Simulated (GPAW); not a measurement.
## Screening of a field by a 7-layer slab of Cd(0001)

Wanted: the out-of-plane polarisability of a 7-layer slab of Cd(0001).

Method: GPAW, PAW setups; slab in vacuum, relaxation, in the first sound run; inputs show where later runs differ, in GPAW 26.7.0.

### Step 1. Starting point

The cell holds 7 atoms: 7 Cd. Its edges and angles: a = 2.980 Å, b = 2.980 Å, c = 34.861 Å, α = 90.0°, β = 90.0°, γ = 60.0°. Vacuum lies along c.

Coordinates:

```cif
data_structure
_symmetry_space_group_name_H-M 'P 1'
_symmetry_Int_Tables_number 1
_cell_length_a 2.9800
_cell_length_b 2.9800
_cell_length_c 34.8608
_cell_angle_alpha 90.000
_cell_angle_beta 90.000
_cell_angle_gamma 60.000
_cell_volume 268.10
loop_
_atom_site_label
_atom_site_type_symbol
_atom_site_fract_x
_atom_site_fract_y
_atom_site_fract_z
_atom_site_occupancy
Cd1 Cd 0.00000 0.00000 0.25817 1
Cd2 Cd 0.66667 0.66667 0.33878 1
Cd3 Cd 0.00000 0.00000 0.41939 1
Cd4 Cd 0.66667 0.66667 0.50000 1
Cd5 Cd 0.00000 0.00000 0.58061 1
Cd6 Cd 0.66667 0.66667 0.66122 1
Cd7 Cd 0.00000 0.00000 0.74183 1
```

### Step 2. Relaxation

The atoms are relaxed first, since the surface dipole, and with it the work function, follows the positions of the outer layers. The lowest 3 atoms are held at bulk positions and keep their forces.

The input, run.py:

```python
import json
import numpy as np
from ase import Atoms
from ase.constraints import FixAtoms
from ase.optimize import BFGS
from gpaw import GPAW, PW

slab = Atoms(
    ['Cd', 'Cd', 'Cd', 'Cd', 'Cd', 'Cd', 'Cd'],
    positions=[
        [0.00000, 0.00000, 9.00000],
        [2.98000, 1.72050, 11.81014],
        [0.00000, 0.00000, 14.62028],
        [2.98000, 1.72050, 17.43042],
        [0.00000, 0.00000, 20.24056],
        [2.98000, 1.72050, 23.05070],
        [0.00000, 0.00000, 25.86084]],
    cell=[[2.98, 0.0, 0.0], [1.49, 2.58076, 0.0], [0.0, 0.0, 34.86084]],
    pbc=[True, True, False])

slab.calc = GPAW(mode=PW(400), xc='PBE', kpts={'size': (12, 12, 1), 'gamma': True},
                 occupations={'name': 'fermi-dirac', 'width': 0.1}, nbands='160%',
                 convergence={'density': 1e-05}, maxiter=200,
                 poissonsolver={'dipolelayer': 'xy'},
                 symmetry={'tolerance': 1e-3, 'extra_ids': [1, 1, 1, 0, 0, 0, 0]}, txt='slab.txt')
result = {}
slab.set_constraint(FixAtoms([0, 1, 2]))
path = []
opt = BFGS(slab, maxstep=0.2)
opt.attach(lambda: path.append((slab.get_potential_energy(), slab.positions.tolist(), slab.get_forces().tolist())))
result['relaxed'] = bool(opt.run(fmax=0.03, steps=40))
result['path'] = path
energy = slab.get_potential_energy()
fermi = slab.calc.get_fermi_level()
v = slab.calc.get_electrostatic_potential().mean((0, 1)) - fermi
n = slab.calc.get_pseudo_density().mean((0, 1))
L = slab.cell[2, 2]
z = np.arange(len(v)) * L / len(v)
low, high = slab.positions[:, 2].min(), slab.positions[:, 2].max()
below, above = np.interp([low - 6.8, high + 6.8], z, v)
slopes = [np.interp(x, z, np.gradient(v, z)) for x in (low - 6.8, high + 6.8)]
eps = np.array([[slab.calc.get_eigenvalues(k, s) for k in range(len(slab.calc.get_ibz_k_points()))]
                for s in range(slab.calc.get_number_of_spins())]) - fermi
top, bottom = eps[eps < 0].max(), eps[eps > 0].min()
dipole = slab.get_dipole_moment()[2]
print(f'energy {energy:.4f} eV, Fermi level {fermi:.4f} eV, dipole {dipole:.5f} e A')
print(f'potential 6.8 A off the faces, from the Fermi level: lower {below:.4f} eV, upper {above:.4f} eV')
print(f'slope of the potential there: lower {slopes[0]:.5f}, upper {slopes[1]:.5f} eV/A')
print(f'nearest levels on the mesh: {top:.4f} and {bottom:.4f} eV')
print('magnetic moment', round(slab.get_magnetic_moment(), 3))
result.update(energy=energy, fermi=fermi, dipole=dipole, below=below, above=above, slopes=slopes, edges=[top, bottom],
              z=z.tolist(), v=v.tolist(), n=n.tolist(), positions=slab.positions.tolist(),
              forces=slab.get_forces(apply_constraint=False).tolist(), moments=slab.get_magnetic_moments().tolist())
json.dump(result, open('result.json', 'w'))
```

Run with:

```sh
> OMP_NUM_THREADS=1 OPENBLAS_NUM_THREADS=1 python run.py
```

Output:

```text
Step          Energy          fmax
BFGS:    0       -5.729820        0.101533
BFGS:    1       -5.729969        0.094027
BFGS:    2       -5.731836        0.080915
BFGS:    3       -5.736925        0.134481
BFGS:    4       -5.737502        0.116414
BFGS:    5       -5.737783        0.105190
BFGS:    6       -5.738540        0.083284
BFGS:    7       -5.740363        0.040986
BFGS:    8       -5.742956        0.067517
BFGS:    9       -5.745345        0.089723
BFGS:   10       -5.746339        0.099379
BFGS:   11       -5.746558        0.100672
BFGS:   12       -5.746837        0.097382
BFGS:   13       -5.748231        0.072785
BFGS:   14       -5.749897        0.053336
BFGS:   15       -5.752032        0.069346
BFGS:   16       -5.753545        0.080614
BFGS:   17       -5.753872        0.080618
BFGS:   18       -5.754087        0.075574
BFGS:   19       -5.754321        0.064690
BFGS:   20       -5.754553        0.049728
BFGS:   21       -5.755056        0.035583
BFGS:   22       -5.756118        0.012653
energy -5.7309 eV, Fermi level 2.7572 eV, dipole -0.00036 e A
potential 6.8 A off the faces, from the Fermi level: lower 3.7706 eV, upper 3.7568 eV
slope of the potential there: lower -0.00006, upper -0.00001 eV/A
nearest levels on the mesh: -0.4089 and 0.0018 eV
magnetic moment 0.0
```

Wall time 32 min (1 thread of Intel Xeon 6975P-C (Granite Rapids), shared host); peak memory 0.31 GiB.

The steps of the relaxation (22 of 23):

```csv
step,energy less that of the first step (eV),largest force (eV/Å)
1,0.0000,0.1015
2,-0.0002,0.0940
3,-0.0021,0.0809
4,-0.0071,0.1345
5,-0.0078,0.1164
6,-0.0081,0.1052
7,-0.0089,0.0833
8,-0.0107,0.0410
9,-0.0134,0.0675
10,-0.0159,0.0897
11,-0.0168,0.0994
13,-0.0173,0.0974
14,-0.0185,0.0728
15,-0.0200,0.0533
16,-0.0220,0.0693
17,-0.0235,0.0806
18,-0.0239,0.0806
19,-0.0242,0.0756
20,-0.0244,0.0647
21,-0.0247,0.0497
22,-0.0252,0.0356
23,-0.0263,0.0127
```

The atoms that moved most (Å):

```csv
atom,dx,dy,dz,length
Cd7,0.000,0.000,0.458,0.458
Cd6,0.000,0.000,0.361,0.361
Cd5,0.000,0.000,0.247,0.247
Cd4,0.000,0.000,0.122,0.122
```

Final coordinates:

```
Cd
1.0
     2.98000    0.00000    0.00000
     1.49000    2.58076    0.00000
     0.00000    0.00000   34.86084
Cd
7
Cartesian
  0.0000 0.0000 9.0000
  2.9800 1.7205 11.8101
  0.0000 0.0000 14.6203
  2.9800 1.7205 17.5521
  0.0000 0.0000 20.4876
  2.9800 1.7205 23.4117
  0.0000 0.0000 26.3191
```

This step gave:

- dipole along the normal: -3.56e-4 e·Å
- levels nearest the Fermi level on the mesh: -0.4089, 0.001753 eV from the Fermi level
- upper work function: 3.757 eV
- lower work function: 3.771 eV

The electrostatic potential energy of an electron (without an applied field's), less the Fermi level, planar mean oscillates, so the rows of the table below give means over windows of 2.91 Å about each position, cut where the curve ends. Its maxima inside the range that stand out by 2 % of the span (Å: eV): 10.4: 1.11, 13.2: 1.08, 16.0: 1.50, 19.0: 1.54, 21.9: 1.52, 24.9: 1.50. Its minima: 9.0: -22.3, 11.8: -22.6, 14.6: -22.6, 17.5: -22.6, 20.4: -22.4, 23.5: -22.3, 26.4: -22.2.

Table of electrostatic potential energy of an electron (without an applied field's), less the Fermi level, planar mean by z; means over each step:

```csv
z (Å),"electrostatic potential energy of an electron (without an applied field's), less the Fermi level, planar mean (eV)"
1.46,3.77
4.37,3.77
7.28,0.426
10.19,-8.16
13.10,-8.32
16.01,-7.25
18.91,-7.20
21.83,-7.28
24.73,-7.36
27.65,-2.94
30.55,3.75
33.47,3.76
```

The pseudo valence density, planar mean oscillates, so the rows of the table below give means over windows of 2.8 Å about each position, cut where the curve ends. Its maxima inside the range that stand out by 2 % of the span (Å: e/Å³): 9.0: 1.51, 11.8: 1.52, 14.6: 1.52, 17.6: 1.46, 20.4: 1.51, 23.5: 1.51, 26.3: 1.49. Its minima: 10.3: 0.107, 13.1: 0.109, 16.1: 0.0928, 18.9: 0.0931, 21.9: 0.0929, 25.0: 0.0959.

Pseudo valence density, planar mean against z; means over each step:

```csv
z (Å),"pseudo valence density, planar mean (e/Å³)"
4.20,5.3e-5
7.00,0.0623
9.80,0.555
12.60,0.556
15.40,0.539
18.20,0.544
21.00,0.549
23.80,0.551
26.60,0.541
29.40,0.00361
32.20,4.4e-6
```

The relaxation lowered the energy of the cell by 0.0263 eV (energies extrapolated to zero smearing; the optimiser's log prints free energies). The largest force left on a free atom is 0.013 eV/Å.

### Step 3. Plane waves, PBE

The work function is the vacuum plateau of the electrostatic potential less the Fermi level; a dipole layer lets the two faces have plateaus of their own.

This step: GPAW, PAW setups; slab in vacuum (GPAW 26.7.0).

Changes to run.py since step 2:

```diff
@@ -3,4 +3,2 @@
 from ase import Atoms
-from ase.constraints import FixAtoms
-from ase.optimize import BFGS
 from gpaw import GPAW, PW
@@ -13,6 +11,6 @@
         [0.00000, 0.00000, 14.62028],
-        [2.98000, 1.72050, 17.43042],
-        [0.00000, 0.00000, 20.24056],
-        [2.98000, 1.72050, 23.05070],
-        [0.00000, 0.00000, 25.86084]],
+        [2.98000, 1.72050, 17.55207],
+        [-0.00000, 0.00000, 20.48765],
+        [2.98000, 1.72050, 23.41173],
+        [-0.00000, 0.00000, 26.31909]],
     cell=[[2.98, 0.0, 0.0], [1.49, 2.58076, 0.0], [0.0, 0.0, 34.86084]],
@@ -24,10 +22,4 @@
                  poissonsolver={'dipolelayer': 'xy'},
-                 symmetry={'tolerance': 1e-3, 'extra_ids': [1, 1, 1, 0, 0, 0, 0]}, txt='slab.txt')
+                 symmetry={'tolerance': 1e-3}, txt='slab.txt')
 result = {}
-slab.set_constraint(FixAtoms([0, 1, 2]))
-path = []
-opt = BFGS(slab, maxstep=0.2)
-opt.attach(lambda: path.append((slab.get_potential_energy(), slab.positions.tolist(), slab.get_forces().tolist())))
-result['relaxed'] = bool(opt.run(fmax=0.03, steps=40))
-result['path'] = path
 energy = slab.get_potential_energy()
```

Output:

```text
energy -5.7309 eV, Fermi level 2.7570 eV, dipole -0.00053 e A
potential 6.8 A off the faces, from the Fermi level: lower 3.7714 eV, upper 3.7567 eV
slope of the potential there: lower 0.00000, upper -0.00008 eV/A
nearest levels on the mesh: -0.4088 and 0.0017 eV
magnetic moment 0.0
```

Elapsed: 3.1 min, on 1 thread; peak memory 0.3 GiB.

This step gave:

```
dipole along the normal                    : -5.32e-4 e·Å
levels nearest the Fermi level on the mesh : -0.4088, 0.001728 eV from the Fermi level
```

The electrostatic potential energy of an electron (without an applied field's), less the Fermi level, planar mean oscillates, so the rows of the table below give means over windows of 2.91 Å about each position, cut where the curve ends. Its maxima inside the range that stand out by 2 % of the span (Å: eV): 10.4: 1.11, 13.2: 1.09, 16.0: 1.50, 19.0: 1.54, 21.9: 1.52, 24.9: 1.50. Its minima: 9.0: -22.3, 11.8: -22.6, 14.6: -22.6, 17.5: -22.6, 20.4: -22.4, 23.5: -22.3, 26.4: -22.2.

The electrostatic potential energy of an electron (without an applied field's), less the Fermi level, planar mean by z; means over each step:

```csv
z (Å),"electrostatic potential energy of an electron (without an applied field's), less the Fermi level, planar mean (eV)"
1.46,3.77
4.37,3.77
7.28,0.427
10.19,-8.16
13.10,-8.32
16.01,-7.25
18.91,-7.20
21.83,-7.28
24.73,-7.36
27.65,-2.94
30.55,3.75
33.47,3.76
```

The pseudo valence density, planar mean oscillates, so the rows of the table below give means over windows of 2.8 Å about each position, cut where the curve ends. Its maxima inside the range that stand out by 2 % of the span (Å: e/Å³): 9.0: 1.51, 11.8: 1.52, 14.6: 1.52, 17.6: 1.46, 20.4: 1.51, 23.5: 1.51, 26.3: 1.49. Its minima: 10.3: 0.107, 13.1: 0.109, 16.1: 0.0928, 18.9: 0.0931, 21.9: 0.0929, 25.0: 0.0959.

Pseudo valence density, planar mean against z; means over each step:

```csv
z (Å),"pseudo valence density, planar mean (e/Å³)"
4.20,5.3e-5
7.00,0.0623
9.80,0.555
12.60,0.556
15.40,0.539
18.20,0.544
21.00,0.549
23.80,0.551
26.60,0.541
29.40,0.00361
32.20,4.4e-6
```

Force by atom:

```csv
atom,x (eV/Å),y (eV/Å),z (eV/Å),size
Cd1,0.0000,0.0000,-0.0904,0.0904
Cd2,0.0000,0.0000,-0.0087,0.0087
Cd3,0.0000,0.0000,0.0906,0.0906
Cd4,0.0000,0.0000,0.0007,0.0007
Cd5,0.0000,0.0000,0.0006,0.0006
Cd6,0.0000,0.0000,0.0141,0.0141
Cd7,0.0000,0.0000,-0.0060,0.0060
```

The potential is flat to 7.7e-5 eV/Å where it is read, so the vacuum is wide enough.

### Step 4. In a field

A uniform field along the normal polarises the slab; the atoms stay fixed, so this is the electronic response alone.

Changes to run.py since step 3:

```diff
@@ -4,2 +4,3 @@
 from gpaw import GPAW, PW
+from gpaw.external import ConstantElectricField
 
@@ -22,2 +23,3 @@
                  poissonsolver={'dipolelayer': 'xy'},
+                 external=ConstantElectricField(-0.2, [0, 0, 1]),
                  symmetry={'tolerance': 1e-3}, txt='slab.txt')
```

Output:

```text
energy -5.7484 eV, Fermi level 2.7358 eV, dipole -0.17504 e A
potential 6.8 A off the faces, from the Fermi level: lower 1.7575 eV, upper 5.8763 eV
slope of the potential there: lower -0.00011, upper 0.00002 eV/A
nearest levels on the mesh: -0.4107 and 0.0021 eV
magnetic moment 0.0
```

Run time: 6.5 min. Hardware: 1 thread; peak memory 0.72 GiB.

Numbers from this step:

```
dipole along the normal                                         : -0.1750 e·Å
levels nearest the Fermi level on the mesh                      : -0.4107, 0.002075 eV from the Fermi level
potential below the slab, the applied field's own ramp left out : 1.758 eV from the Fermi level
potential above the slab, the applied field's own ramp left out : 5.876 eV from the Fermi level
```

The electrostatic potential energy of an electron (without an applied field's), less the Fermi level, planar mean oscillates, so the rows of the table below give means over windows of 2.91 Å about each position, cut where the curve ends. Its maxima inside the range that stand out by 2 % of the span (Å: eV): 10.4: -0.287, 13.2: 0.246, 16.1: 1.23, 19.0: 1.86, 21.9: 2.42, 24.9: 2.98, 33.2: 5.88. Its minima: 9.0: -24.0, 11.8: -23.7, 14.6: -23.1, 17.5: -22.6, 20.4: -21.8, 23.5: -21.1, 26.4: -20.4.

Electrostatic potential energy of an electron (without an applied field's), less the Fermi level, planar mean against z; means over each step:

z (Å), electrostatic potential energy of an electron (without an applied field's), less the Fermi level, planar mean (eV) and a bar from the least value:
```
     1.46        1.9 ######################
     4.37        1.8 ######################
     7.28       -1.5 ################
    10.19       -9.6 
    13.10       -9.2 #
    16.01       -7.5 ####
    18.91       -6.9 #####
    21.83       -6.4 ######
    24.73       -5.9 #######
    27.65       -1.0 #################
    30.55        5.9 ##############################
    33.47        5.8 ##############################
```

Force by atom:

```csv
atom,x (eV/Å),y (eV/Å),z (eV/Å),size
Cd1,0.0000,0.0000,-0.0914,0.0914
Cd2,-0.0001,0.0000,-0.0041,0.0041
Cd3,0.0000,0.0000,0.0930,0.0930
Cd4,-0.0001,0.0000,-0.0014,0.0014
Cd5,0.0000,0.0000,0.0006,0.0006
Cd6,-0.0001,0.0000,0.0165,0.0165
Cd7,0.0000,0.0000,-0.0073,0.0073
```

The dipole is now -0.175 e Å, against -5.3e-4 in the run without a field.

### Step 5. Field on

Changes to run.py since step 4:

```diff
@@ -23,3 +23,3 @@
                  poissonsolver={'dipolelayer': 'xy'},
-                 external=ConstantElectricField(-0.2, [0, 0, 1]),
+                 external=ConstantElectricField(-0.1, [0, 0, 1]),
                  symmetry={'tolerance': 1e-3}, txt='slab.txt')
```

Output:

```text
energy -5.7353 eV, Fermi level 2.7470 eV, dipole -0.08726 e A
potential 6.8 A off the faces, from the Fermi level: lower 2.7625 eV, upper 4.8157 eV
slope of the potential there: lower -0.00008, upper 0.00001 eV/A
nearest levels on the mesh: -0.4097 and 0.0019 eV
magnetic moment 0.0
```

Run time: 5.5 min. Hardware: 1 thread; peak memory 0.74 GiB.

Numbers from this step:

```yaml
dipole_along_the_normal: -0.08726 e·Å
levels_nearest_the_fermi_level_on_the_mesh: -0.4097, 0.001947 eV from the Fermi level
potential_below_the_slab_the_applied_field_s_own_ramp_left_out: 2.762 eV from the Fermi level
potential_above_the_slab_the_applied_field_s_own_ramp_left_out: 4.816 eV from the Fermi level
```

The electrostatic potential energy of an electron (without an applied field's), less the Fermi level, planar mean oscillates, so the rows of the table below give means over windows of 2.91 Å about each position, cut where the curve ends. Its maxima inside the range that stand out by 2 % of the span (Å: eV): 10.4: 0.411, 13.2: 0.665, 16.1: 1.36, 19.0: 1.70, 21.9: 1.97, 24.9: 2.24, 33.2: 4.82. Its minima: 9.0: -23.1, 11.8: -23.1, 14.6: -22.9, 17.5: -22.6, 20.4: -22.1, 23.5: -21.7, 26.4: -21.3.

Electrostatic potential energy of an electron (without an applied field's), less the Fermi level, planar mean against z; means over each step:

```csv
z (Å),"electrostatic potential energy of an electron (without an applied field's), less the Fermi level, planar mean (eV)"
1.46,2.83
4.37,2.76
7.28,-0.540
10.19,-8.88
13.10,-8.75
16.01,-7.40
18.91,-7.05
21.83,-6.84
24.73,-6.63
27.65,-1.95
30.55,4.81
33.47,4.78
```

Force by atom:

```csv
atom,x (eV/Å),y (eV/Å),z (eV/Å),size
Cd1,0.0000,0.0000,-0.0903,0.0903
Cd2,-0.0001,0.0000,-0.0062,0.0062
Cd3,0.0000,0.0000,0.0922,0.0922
Cd4,-0.0001,0.0000,-0.0004,0.0004
Cd5,0.0000,0.0000,0.0009,0.0009
Cd6,-0.0001,0.0000,0.0158,0.0158
Cd7,0.0000,0.0000,-0.0054,0.0054
```

The dipole is now -0.0873 e Å, against -5.3e-4 in the run without a field.

### Step 6. Field on

Changes to run.py since step 5:

```diff
@@ -23,3 +23,3 @@
                  poissonsolver={'dipolelayer': 'xy'},
-                 external=ConstantElectricField(-0.1, [0, 0, 1]),
+                 external=ConstantElectricField(-0.05, [0, 0, 1]),
                  symmetry={'tolerance': 1e-3}, txt='slab.txt')
```

Output:

```text
energy -5.7320 eV, Fermi level 2.7520 eV, dipole -0.04332 e A
potential 6.8 A off the faces, from the Fermi level: lower 3.2667 eV, upper 4.2863 eV
slope of the potential there: lower -0.00009, upper 0.00002 eV/A
nearest levels on the mesh: -0.4092 and 0.0019 eV
magnetic moment 0.0
```

Elapsed: 10 min, on 1 thread; peak memory 0.72 GiB.

(Continued in part 2 of 2.)

[Logs are printed without paths, hosts, clocks, repeated set-up lines and the standing remarks that a program may print on its own settings, such as how far it seeks lower states.]

[Hosts, paths, dates, database ids (printed as entryN), source tags and the programs' standing remarks are cut or masked in the printed files.]
